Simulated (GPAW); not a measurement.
# Magnetic state of Fe3 Cr4 Fe3 001 from several starts, part 2 of 2

Does Fe3 Cr4 Fe3 001 prefer parallel or opposed moments, or none?

GPAW 26.7.0; PBE; plane waves with GPAW's PAW setups, scalar-relativistic.

So far. Step 2 (Start 1: ferro ++++++): After 86 cycles the largest moment stands at 2.93 μB.

## (3) Order 2, typed as antiferro +++---

Reversing part of the moments tests the sign of the couplings between them.

Input file order2.py:

```python
import json
import numpy as np
from ase import Atoms
from ase.parallel import paropen, parprint
from gpaw import GPAW

atoms = Atoms(['Fe', 'Fe', 'Fe', 'Cr', 'Cr', 'Cr', 'Cr', 'Fe', 'Fe', 'Fe'],
    cell=[[2.884, 0.0, 0.0],
         [0.0, 2.884, 0.0],
         [0.0, 0.0, 24.8645]],
    scaled_positions=[[0.0, 0.0, 0.241308],
         [0.5, 0.5, 0.298365],
         [0.0, 0.0, 0.355422],
         [0.5, 0.5, 0.412963],
         [0.0, 0.0, 0.470988],
         [0.5, 0.5, 0.529012],
         [0.0, 0.0, 0.587037],
         [0.5, 0.5, 0.644578],
         [0.0, 0.0, 0.701635],
         [0.5, 0.5, 0.758692]],
    pbc=True,
    magmoms=[2.6, 2.6, 2.6, 0.0, 0.0, 0.0, 0.0, -2.6, -2.6, -2.6])
atoms.calc = GPAW(mode={'name': 'pw', 'ecut': 450},
    xc='PBE',
    kpts={'size': (20, 20, 1), 'gamma': True},
    occupations={'name': 'fermi-dirac', 'width': 0.05},
    convergence={'density': 1e-05, 'energy': 1e-05},
    maxiter=250,
    mixer={'name': 'pulay', 'beta': 0.03, 'nmaxold': 8, 'weight': 100},
    symmetry={'tolerance': 1e-4},
    txt='order2.txt')
e = atoms.get_potential_energy(force_consistent=True)
res = {'free_energy': e, 'energy_sigma0': atoms.get_potential_energy(), 'fermi_energy': atoms.calc.get_fermi_level()}
res['moments'] = atoms.get_magnetic_moments().tolist()
res['total'] = atoms.get_magnetic_moment()
parprint('site moments (muB):', np.round(res['moments'], 3))
parprint(f"total moment: {res['total']:.3f} muB")
parprint(f'free energy: {e:.6f} eV')
atoms.calc.write('order2.gpw')
with paropen('results.json', 'w') as f:
    json.dump(res, f)
```

Run with:

```bash
$ OMP_NUM_THREADS=1 mpirun -n 4 gpaw python order2.py > order2.log
```

Numbers of over 12 decimals in the logs are rounded to 6 here.

What it wrote:

```text
site moments (muB): [ 2.931  2.409  2.285 -1.204  1.186 -1.186  1.204 -2.285 -2.409 -2.931]
total moment: -0.000 muB
free energy: -88.647110 eV

--- order2.txt ---
Input parameters:
  mode=PW(ecut=450),
  convergence={'density': 1e-05, 'energy': 1e-05},
  kpts=MonkhorstPack(size=(20, 20, 1), gamma=True),
  maxiter=250,
  mixer=Pulay(name='pulay', nmaxold=8, beta=0.03, weight=100, sigma=0.015, g_ss=None),
  occupations=Occupations(name='fermi-dirac', width=0.05),
  symmetry=Symmetry(tolerance=0.0001),
  xc=XC(name='PBE')

Diagonalizing LCAO Hamiltonian
Converting LCAO to pw mode
   .------.
  /|      |
 * |      |
 | |      |
 | |      |
 | |      |
 | |      |
 | |      |
 | |  Fe  |
 | |      |
 | |      |
 Fe|      |
 | |  Fe  |
 | |      |
 | |      |
 Cr|      |
 | |  Cr  |
 | |      |
 Cr|      |
 | |  Cr  |
 | |      |
 | |      |
 Fe|      |
 | |  Fe  |
 | |      |
 | |      |
 Fe|      |
 | |      |
 | |      |
 | |      |
 | |      |
 | .------.
 |/      /
 *------*

Atoms  # Å, Bohr magnetons
|   | symbol |        x |        y |         z |    initial magnetic moments |
|---|--------|----------|----------|-----------|-----------------------------|
| 0 |     Fe | 0.000000 | 0.000000 |  6.000003 | ( 0.0000,  0.0000,  2.6000) |
| 1 |     Fe | 1.442000 | 1.442000 |  7.418697 | ( 0.0000,  0.0000,  2.6000) |
| 2 |     Fe | 0.000000 | 0.000000 |  8.837390 | ( 0.0000,  0.0000,  2.6000) |
| 3 |     Cr | 1.442000 | 1.442000 | 10.268119 | ( 0.0000,  0.0000,  0.0000) |
| 4 |     Cr | 0.000000 | 0.000000 | 11.710881 | ( 0.0000,  0.0000,  0.0000) |
| 5 |     Cr | 1.442000 | 1.442000 | 13.153619 | ( 0.0000,  0.0000,  0.0000) |
| 6 |     Cr | 0.000000 | 0.000000 | 14.596381 | ( 0.0000,  0.0000,  0.0000) |
| 7 |     Fe | 1.442000 | 1.442000 | 16.027110 | ( 0.0000,  0.0000, -2.6000) |
| 8 |     Fe | 0.000000 | 0.000000 | 17.445803 | ( 0.0000,  0.0000, -2.6000) |
| 9 |     Fe | 1.442000 | 1.442000 | 18.864497 | ( 0.0000,  0.0000, -2.6000) |

Unit cell  # Å
| periodic |        x |        y |         z |   lengths |    angles |
|----------|----------|----------|-----------|-----------|-----------|
|      yes | 2.884000 | 0.000000 |  0.000000 |  2.884000 | 90.000000 |
|      yes | 0.000000 | 2.884000 |  0.000000 |  2.884000 | 90.000000 |
|      yes | 0.000000 | 0.000000 | 24.864500 | 24.864500 | 90.000000 |

Number of symmetries: 8

BZ-sampling:
  Number of BZ points: 400
  Number of IBZ points: 66

  Monkhorst-Pack size: [20, 20, 1]
  Monkhorst-Pack shift: [0.025, 0.025, 0.0]

Plane wave coefficients: 4529
Cutoff: 450.000000 eV

Spin-components: 2 (collinear spins)
Bands:           48
Projectors:      60
Spin-degeneracy: 1
Datatype:        complex128

Parallelization:
  kpt:    4
  domain: 1
  band:   1

Density:
  Valence electrons: 72.0
  Components: 2
  Grid points: [ 15  15 125]
  Charge: 0.0  # |e|

Potential:
  Grid points: [ 15  15 125]

[... setups left out ...]
Reference energy: -322046.237398  # eV

eigensolver:
  PPCG
  Converge bands: occupied
  niter=2

density mixing:
  Pulay-Mixer
  Linear mixing parameters: 0.03
  Old densities: 8
  Fourier metric: weight=100, sigma=0.015

occupation numbers:
  Fermi-Dirac:
    width: 0.0500  # eV

poisson solver:
  ecut: 3600.000000  # eV

xc functional:
  name: PBE with 2 nearest neighbor stencil

convergence criteria:
- Maximum integral of absolute [dens]ity change: 1e-05 electrons / valence electron
- Maximum [total energy] change in last 3 cyles: 1e-05 eV / valence electron
- Maximum integral of absolute [eigenst]ate change: 4e-08 eV^2 / valence electron
maximum number of iterations: 250

SCF iterations
|iter     |      energy | eigst |  dens |  magmom |
|---------|-------------|-------|-------|---------|
|iter:   1|       0s | -103.774859 | +0.59 |       |  -0.0000|
|iter:   2|      12s |  -97.104686 | -0.28 | -0.49 |  -0.0002|
|iter:   3|      24s |  -95.972331 | -0.70 | -0.67 |  -0.0002|
|iter:   4|      36s |  -93.768105 | -1.32 | -0.66 |  -0.0007|
|iter:   5|      48s |  -91.834116 | -1.05 | -0.75 |  +0.0041|
|iter:   6|      60s |  -91.099683 | -1.58 | -0.80 |  +0.0002|
|iter:   7|      72s |  -89.600653 | -1.32 | -0.85 |  +0.0047|
|iter:   8|      84s |  -88.137003 | -0.52 | -0.93 |  +0.0048|
|iter:   9|      96s |  -88.107237 | -1.81 | -1.21 |  +0.0072|
|iter:  10|     107s |  -88.099467 | -2.37 | -1.24 |  +0.0070|
[... 101 iterations left out ...]
|iter: 112|    1260s |  -88.612943c| -8.33c| -4.72 |  -0.0000|
|iter: 113|    1266s |  -88.612943c| -8.22c| -4.73 |  -0.0000|
|iter: 114|    1271s |  -88.612943c| -8.36c| -4.73 |  -0.0000|
|iter: 115|    1277s |  -88.612943c| -8.37c| -4.73 |  -0.0000|
|iter: 116|    1283s |  -88.612943c| -8.28c| -4.75 |  -0.0000|
|iter: 117|    1288s |  -88.612943c| -8.28c| -4.86 |  -0.0000|
|iter: 118|    1294s |  -88.612943c| -8.58c| -4.91 |  -0.0000|
|iter: 119|    1300s |  -88.612943c| -8.38c| -4.94 |  -0.0000|
|iter: 120|    1305s |  -88.612944c| -8.67c| -4.93 |  -0.0000|
|iter: 121|    1311s |  -88.612944c| -8.79c| -5.05c|  -0.0000|

Converged in 121 steps
Energy contributions relative to reference atoms: (reference = -322046.237398)

Energy contributions:
  Kinetic:         -21.681493
  Coulomb:           4.323431
  Zero:              1.673958
  External:          0.000000
  Xc:              -72.894674
  Entropy:          -0.068333
  Spinorbit:         0.000000
  ----------------------------
  Free energy:     -88.647110
  Extrapolated:    -88.612944

dipole moment: (-35.384274, -35.384274, -0.000194)  # |e|*Ang

Total magnetic moment: (0.000000, 0.000000, -0.000005)

Local magnetic moments
|        x |        y |         z |
|----------|----------|-----------|
| 0.000000 | 0.000000 |  2.930997 |  # Fe   0
| 0.000000 | 0.000000 |  2.408582 |  # Fe   1
| 0.000000 | 0.000000 |  2.284735 |  # Fe   2
| 0.000000 | 0.000000 | -1.204479 |  # Cr   3
| 0.000000 | 0.000000 |  1.185840 |  # Cr   4
| 0.000000 | 0.000000 | -1.185838 |  # Cr   5
| 0.000000 | 0.000000 |  1.204473 |  # Cr   6
| 0.000000 | 0.000000 | -2.284733 |  # Fe   7
| 0.000000 | 0.000000 | -2.408583 |  # Fe   8
| 0.000000 | 0.000000 | -2.930996 |  # Fe   9

Fermi level: 4.380
Eigenvalues  # (at kpt = [-0.000, -0.000, 0.000])
| band index |      eig [eV] | occ [0-1] |      eig [eV] | occ [0-1] |
|------------|---------------|-----------|---------------|-----------|
|          0 |        -3.619 |     1.000 |        -3.619 |     1.000 |
|        ... |               |           |               |           |
|         29 |         3.405 |     1.000 |         3.405 |     1.000 |
|         30 |         3.470 |     1.000 |         3.470 |     1.000 |
|         31 |         3.574 |     1.000 |         3.574 |     1.000 |
|         32 |         3.670 |     1.000 |         3.670 |     1.000 |
|         33 |         3.912 |     1.000 |         3.912 |     1.000 |
|         34 |         4.010 |     0.999 |         4.010 |     0.999 |
|         35 |         4.010 |     0.999 |         4.010 |     0.999 |
|         36 |         4.095 |     0.997 |         4.095 |     0.997 |
|         37 |         4.510 |     0.069 |         4.510 |     0.069 |
|         38 |         4.510 |     0.069 |         4.510 |     0.069 |
|         39 |         4.549 |     0.033 |         4.549 |     0.033 |
|         40 |         4.671 |     0.003 |         4.671 |     0.003 |
|         41 |         4.941 |     0.000 |         4.941 |     0.000 |
|         42 |         5.095 |     0.000 |         5.095 |     0.000 |
|         43 |         5.095 |     0.000 |         5.095 |     0.000 |
|         44 |         5.307 |     0.000 |         5.307 |     0.000 |
|        ... |               |           |               |           |
|         47 |         5.623 |     0.000 |         5.623 |     0.000 |

No gap
No difference between direct/indirect transitions
```

Elapsed: 22 min, on 4 MPI ranks of Arm Neoverse V1, shared host; peak memory 1.4 GiB.

Spin moment in the augmentation sphere by atom:

```
atom  spin moment in the augmentation sphere (μB)
 Fe1                                         2.93
 Fe2                                         2.41
 Fe3                                         2.28
 Cr4                                        -1.20
 Cr5                                         1.19
 Cr6                                        -1.19
 Cr7                                         1.20
 Fe8                                        -2.28
 Fe9                                        -2.41
Fe10                                        -2.93
```

Read from the output:

```
magnetization : 0 μB
final state   : antiferromagnetic
```

It lies 37.1 meV a seeded atom under the first start, and its largest moment is 2.93 μB against 2.93 μB.

## (4) Order 3, typed as no spin polarisation

A run without seeds gives the energy of the state without moments.

nospin.py is the script of step 3 with these lines changed:

```diff
@@ -20,4 +20,3 @@
          [0.5, 0.5, 0.758692]],
-    pbc=True,
-    magmoms=[2.6, 2.6, 2.6, 0.0, 0.0, 0.0, 0.0, -2.6, -2.6, -2.6])
+    pbc=True)
 atoms.calc = GPAW(mode={'name': 'pw', 'ecut': 450},
@@ -30,11 +29,7 @@
     symmetry={'tolerance': 1e-4},
-    txt='order2.txt')
+    txt='nospin.txt')
 e = atoms.get_potential_energy(force_consistent=True)
 res = {'free_energy': e, 'energy_sigma0': atoms.get_potential_energy(), 'fermi_energy': atoms.calc.get_fermi_level()}
-res['moments'] = atoms.get_magnetic_moments().tolist()
-res['total'] = atoms.get_magnetic_moment()
-parprint('site moments (muB):', np.round(res['moments'], 3))
-parprint(f"total moment: {res['total']:.3f} muB")
 parprint(f'free energy: {e:.6f} eV')
-atoms.calc.write('order2.gpw')
+atoms.calc.write('nospin.gpw')
 with paropen('results.json', 'w') as f:
```

Run with:

```bash
$ OMP_NUM_THREADS=1 mpirun -n 4 gpaw python nospin.py > nospin.log
```

What it wrote:

```text
free energy: -84.737800 eV

--- nospin.txt ---
Input parameters:
  mode=PW(ecut=450),
  convergence={'density': 1e-05, 'energy': 1e-05},
  kpts=MonkhorstPack(size=(20, 20, 1), gamma=True),
  maxiter=250,
  mixer=Pulay(name='pulay', nmaxold=8, beta=0.03, weight=100, sigma=0.015, g_ss=None),
  occupations=Occupations(name='fermi-dirac', width=0.05),
  symmetry=Symmetry(tolerance=0.0001),
  xc=XC(name='PBE')

[...]
|          0 |        -3.808 |     2.000 |
|        ... |               |           |
|         32 |         3.535 |     2.000 |
|         33 |         3.551 |     2.000 |
|         34 |         3.631 |     1.999 |
|         35 |         3.631 |     1.999 |
[...]
|         44 |         4.351 |     0.002 |
|         45 |         4.616 |     0.000 |
|         46 |         4.672 |     0.000 |
|         47 |         4.756 |     0.000 |

No gap
No difference between direct/indirect transitions

[key lines of the parts left out:]
Free energy:     -84.737800
Converged in 57 steps
dipole moment: (-35.469466, -35.469466, -0.000195)  # |e|*Ang
Fermi level: 4.007
```

It took 5.6 min on 4 MPI ranks; peak memory 1.1 GiB.

Numbers from this step:

```
final state : non-magnetic (no spin polarisation)
```

It lies 614 meV a seeded atom over the first start.

## (5) The states side by side

These are free energies at a smearing of 0.05 eV, so its entropy term is in the differences. They are divided by the number of seeded atoms, so that cells of unlike size compare.

Orders:

```
               start        final state  typed order kept  energy over the lowest (meV a seeded atom)  largest site moment (μB)  net moment (μB a primitive cell)  mesh matched  CPU time (s)
        ferro ++++++      ferrimagnetic               yes                                       37.08                      2.93                             14.64           yes          4633
    antiferro +++---  antiferromagnetic               yes                                           0                     2.931                                 0           yes          5327
no spin polarisation       non-magnetic                 -                                       651.6                         0                                 0           yes          1337
```

## (6) Results

| Item | Value |
| --- | --- |
| lowest state found | antiferromagnetic (typed antiferro +++---) |
| largest site moment | 2.93 μB |
| next state | ferrimagnetic, 37.1 meV a seeded atom higher |
| energy gained by spin polarisation | 652 meV a seeded atom |

What this shows: The lowest state found is antiferromagnetic, reached from the start antiferro +++---, with moments up to 2.93 μB. The next state costs 37 meV a seeded atom. This is the lowest of 3 finished starts, no proof of the ground state.

[Logs and program files are shortened in this print: banners, set-up blocks, solver, clock and traceback lines can be left out without a mark of their own.]

[Logs are printed without paths, hosts, clocks, repeated set-up lines and the standing remarks that a program may print on its own settings, such as how far it seeks lower states.]

[Hosts, paths, dates, database ids (printed as entryN), source tags and the programs' standing remarks are cut or masked in the printed files.]

[Where a cell is said to come from a database of computed structures, the database is the Materials Project.]
